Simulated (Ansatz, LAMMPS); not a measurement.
# Amorphous Ge at 4.75 g/cm^3 (72 atoms), relaxed: functionals compared

Which bonds does the relaxation leave, and how do the Kohn-Sham gap, forces and pressure change with functional?

Calculated with Ansatz 0.2.0: Kohn-Sham DFT, PBE, PAW (set soft_2), plane waves; cutoff 420 eV, Γ point, fermi-dirac smearing of 0.025 eV.

In doubt: the hybrid run may have settled on a false gap or state (Ansatz), so the values of those runs are not to be relied on; a hybrid run on one k-point (Ansatz), which bears on gaps.

**The cell**

Density at the start: 4.75 g/cm³. The cell holds 72 atoms: 72 Ge. Cell: a = 12.230 Å, b = 12.230 Å, c = 12.230 Å, α = 90.0°, β = 90.0°, γ = 90.0°. 72 atoms (72 Ge) placed at random at 4.75 g/cm³, melted at 3500 K for 10 ps at fixed volume with the Tersoff potential (Tersoff, Phys. Rev. B 39, 5566 (1989)). Quenched from 3500 K to 300 K at 20 K/ps and fixed volume, annealed at 800 K for 20 ps, held 5 ps, then minimised at fixed cell.

The atoms were relaxed with PBE. The walk converged after 9 steps, with a largest force component of 0.0376 eV/Å; it began at an r.m.s. force component of 0.23 eV/Å. The energy fell by 29.8 meV an atom.

The input of the reference single point:

```yaml
crystal:
  lattice:
    - [12.23, 0.0, 0.0]
    - [0.0, 12.23, 0.0]
    - [0.0, 0.0, 12.23]
  atoms:
    - { symbol: Ge, position: [0.0858, 0.22926, 0.88861] }
    - { symbol: Ge, position: [0.77668, 0.01383, 0.57397] }
    - { symbol: Ge, position: [0.73169, 0.98115, 0.29777] }
    - { symbol: Ge, position: [0.12367, 0.42827, 0.93529] }
    [... 66 atom lines left out ...]
    - { symbol: Ge, position: [0.93514, 0.2609, 0.47242] }
    - { symbol: Ge, position: [0.12118, 0.08789, 0.21236] }
kpoints:
  mp_grid: { grid: [1, 1, 1] }
hamiltonian:
  xc: pbe
scf:
  occupations: { method: fermi_dirac, width: 0.025 }
output:
  forces: true
  stress: true
  populations: true
  dos:
    method: { smearing: { sigma: 0.08 } }
    de: 0.05
    projected: { site_lists: { Ge: [Ge] } }
  eigenvalues: true
  write_density: true
  write_potential: true
  volumetric_format: npy
```

**Bonds after relaxation**

Bonds by pair of elements; cutoffs follow the first minimum of g(r), held within bounds set by covalent radii, and pairs that aren't listed don't count as bonded:

```
pair A-B  cutoff (Å)  bonds  mean length (Å)  spread (Å)  shortest (Å)  B about A  A about B
   Ge-Ge        2.98    147             2.56       0.074          2.45       4.08       4.08
```

How many atoms have how many bonded neighbours:

```
element  mean  3   4  5
     Ge  4.08  2  62  8
```

**Levels of theory**

Single points at the relaxed geometry:

| functional | k-mesh | Kohn-Sham gap (eV) | pressure (GPa) | r.m.s. force component (eV/Å) | SCF cycles | time |
| --- | --- | --- | --- | --- | --- | --- |
| PBE | 1×1×1 | 0.288 | -0.89 | 0.011 | 14 | 54 s |
| r2SCAN | 1×1×1 | 0.303 | -3.26 | 0.081 | 14 | 1.7 min |
| PBEsol | 1×1×1 | 0.288 | -3.36 | 0.036 | 15 | 51 s |

The gap is that between the highest filled and lowest empty Kohn-Sham level on the run's k-points. Cutoffs: 420 eV for PBE and PBEsol; 500 eV for r2SCAN. Times come from shared hosts and are rough.

**Findings**

By these cutoffs 86 % of Ge atoms have 4 neighbours. The Kohn-Sham gap is 0.29 eV with PBE on the 1×1×1 mesh. On the reference's mesh the gap changes with r2SCAN by +0.01 eV and PBEsol by under 0.01 eV. Against the reference the pressure changes with r2SCAN by -2.4 GPa and PBEsol by -2.5 GPa; a negative change means a smaller volume than PBE would take.

Limits: 1 converged run is left out of the tables as doubtful: HSE06 on 1×1×1 (the hybrid may have settled on a false gap or state). All single points share the geometry relaxed with PBE. The density was set when the cell was made, as one point of a scan, and needn't be that of the real material. One sample; tail or defect levels can set the gap of a disordered cell. The quench rate of 20 K/ps is many orders above laboratory rates, so the cell is likely richer in defects and strain than a real sample. The network of bonds at the start is that of the classical potential that made the cell, and needn't be the one that DFT or experiment would give. Spin–orbit coupling is left out; it splits the top valence bands of compounds with Ge, As, Se, Sb or Te and narrows their gaps.

[Logs are printed without paths, hosts, clocks, repeated set-up lines and the standing remarks that a program may print on its own settings, such as how far it seeks lower states.]

[Hosts, paths, dates, database ids (printed as entryN), source tags and the programs' standing remarks are cut or masked in the printed files.]
